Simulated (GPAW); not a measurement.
Records of electronic-structure calculations.

```json
{"subject": "A GW chain in GPAW: H (I4/mmm)", "lattice_ang": [[-2.159, 2.159, 1.8534], [2.159, -2.159, 1.8534], [2.159, 2.159, -1.8534]], "atoms": [["H", 0.8999, 0.8999, 0.0], ["H", 0.1001, 0.1001, 0.0]], "method": "DFT, LDA, plane waves, PAW (and 1 further level or step)", "program": "GPAW 26.7.0", "settings_of_one_run": "cutoff 600 eV, GPAW PAW setups 1.2.1 data release, 6×6×6 k-mesh, nbands 119", "cost": "4 runs, 2 min in all on 4 MPI ranks of Arm Neoverse V2, shared host (the runs of this entry)", "notes": "The cell and positions are those that the Materials Project relaxed with its own functionals (PBE, PBE+U or r2SCAN), kept fixed. Bands and cutoff are finite, so the gap is not at the basis limit. The miss can reach some tenths of an eV and take either sign; the mesh is an error of its own.", "results": {"lda_gap": "9.04 eV, indirect", "g0w0_gap_on_the_mesh": "15.82 eV", "gw_settings": "6×6×6 mesh, 109 bands, screening to 125 eV, Godby-Needs plasmon pole", "known_limits": "not at the basis limit"}}
```

[Paths, hosts, dates, memory and timing lines, banners, echoed tables and standing remarks are left out of the program output.]

[Logs are printed without paths, hosts, clocks, repeated set-up lines and the standing remarks that a program may print on its own settings, such as how far it seeks lower states.]

[Runs of the session that timed out or met a known fault of the program may be left out.]

[Hosts, paths, dates, database ids (printed as entryN), source tags and the programs' standing remarks are cut or masked in the printed files.]
